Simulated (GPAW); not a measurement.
# Surface energy and work function of Re(0001) from slabs of 3 to 12 layers (LDA)

How do energy and work function of Re(0001) films settle with thickness, and what surface energy follows?

**Method.** GPAW 26.7.0, plane waves at 450 eV with PAW setups; symmetric 1×1 slabs cut at the tabulated lattice constant (two decimals; low-temperature values for the alkali metals), atoms at bulk places, 7.5 Å of vacuum on each side, one in-plane mesh for all thicknesses, Fermi-Dirac smearing of 0.1 eV. Energies are extrapolated to zero smearing and count from the program's reference atoms. Functional LDA. The cell's area is 6.597 Å².

The runs, one held back:

```tsv
layers	energy (eV)	work function (eV)
3	−36.1890	5.40
4	−49.2923	5.36
5	−62.3208	5.33
6	−75.3110	5.33
7	−88.3675	5.32
8	−101.3862	5.32
9	−114.4264	5.33
10	−127.4471	5.33
11	−140.4831	5.33
12	?	?
```

**Question.** What surface energy do these runs give, and what energy and work function should the 12-layer slab have?

**Working.** A slab of n layers has E(n) = nε + 2Aγ once its middle is bulk-like. A line through n = 6 to 11 has the slope ε = −13.0326 eV a layer and the intercept 2Aγ = 2.8732 eV (r.m.s. residual 7.8 meV). So γ = 2.8732 / (2 × 6.597 Å²) = 0.2178 eV/Å² = 3.49 J/m², with a standard error of about 0.02 J/m² from the scatter about the line. For 12 layers: 2.8732 + 12 × (−13.0326) = −153.518 eV; the run gives −153.518 eV, 0.1 meV under the line. The work function has no such law: from 6 to 11 layers it moves between 5.32 and 5.33 eV (mean 5.33), and the 12-layer slab gives 5.33 eV. The thinnest slab, 3 layers, lies +0.07 eV from that mean. The measured value for this face is 5.15 eV (“Anisotropic work function of elemental crystals” (2019, arxiv:1902.07811)); the unrelaxed 12-layer slab lies 0.18 eV over it.

**Limits.** The surfaces are unrelaxed, so γ is an upper bound for this functional and lattice constant. The tabulated lattice constant isn't the functional's own, which strains the slab a little. Spin-orbit coupling is left out.

[Logs are printed without paths, hosts, clocks, repeated set-up lines and the standing remarks that a program may print on its own settings, such as how far it seeks lower states.]
